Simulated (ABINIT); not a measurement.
An input for ABINIT 10.8.3 (CsCu2I3 (Cmcm)):

```
acell 3*1.0 Angstrom
rprim 
  5.273950000000 -6.586250000000 0.000000000000
  5.273950000000 6.586250000000 0.000000000000
  0.000000000000 0.000000000000 6.097180000000
ntypat 3
znucl 55 29 53
natom 12
typat 1 1 2 2 2 2 3 3 3 3 3 3
xred 
  0.327800000000 0.672200000000 0.250000000000
  0.672200000000 0.327800000000 0.750000000000
  0.851000000000 0.851000000000 0.000000000000
  0.149000000000 0.149000000000 0.500000000000
  0.149000000000 0.149000000000 0.000000000000
  0.851000000000 0.851000000000 0.500000000000
  0.879600000000 0.120400000000 0.250000000000
  0.120400000000 0.879600000000 0.750000000000
  0.836000000000 0.598000000000 0.250000000000
  0.164000000000 0.402000000000 0.750000000000
  0.598000000000 0.836000000000 0.750000000000
  0.402000000000 0.164000000000 0.250000000000
pp_dirpath "pseudos"
pseudos "Cs.upf, Cu.upf, I.upf"
ecut 38
ngkpt 1 1 2
nshiftk 1
shiftk 0 0 0
kptopt 1
chksymbreak 0
istwfk *1
occopt 1
irdwfk 1
optdriver 3
nband 184
ecuteps 2.8
inclvkb 2
awtr 1
symchi 1
indata_prefix "in"
outdata_prefix "out"
tmpdata_prefix "tmp"
```

```sh
OMP_NUM_THREADS=1 mpirun -n 4 abinit run.abi > log
```

Question: How long will it take on 4 MPI ranks of Arm Neoverse V1, shared host, and how much memory?

It took 4.6 min; on shared hardware allow 2.3 min to 9.1 min. Peak host memory was 6.1 GiB.

[Paths, hosts, dates, memory and timing lines, banners, echoed tables and standing remarks are left out of the program output.]

[Logs are printed without paths, hosts, clocks, repeated set-up lines and the standing remarks that a program may print on its own settings, such as how far it seeks lower states.]

[Runs of the session that timed out or met a known fault of the program may be left out.]

[Hosts, paths, dates, database ids (printed as entryN), source tags and the programs' standing remarks are cut or masked in the printed files.]

[G0W0 gaps are taken among the corrected bands and points alone; a level outside them can change the order at an edge.]

[Where Ansatz stands beside ABINIT at settings called matched, ABINIT's density can come from a denser mesh and the files from another edition; pairs whose starting gaps differed by over 0.03 eV were left out, so agreement reads better than it is.]
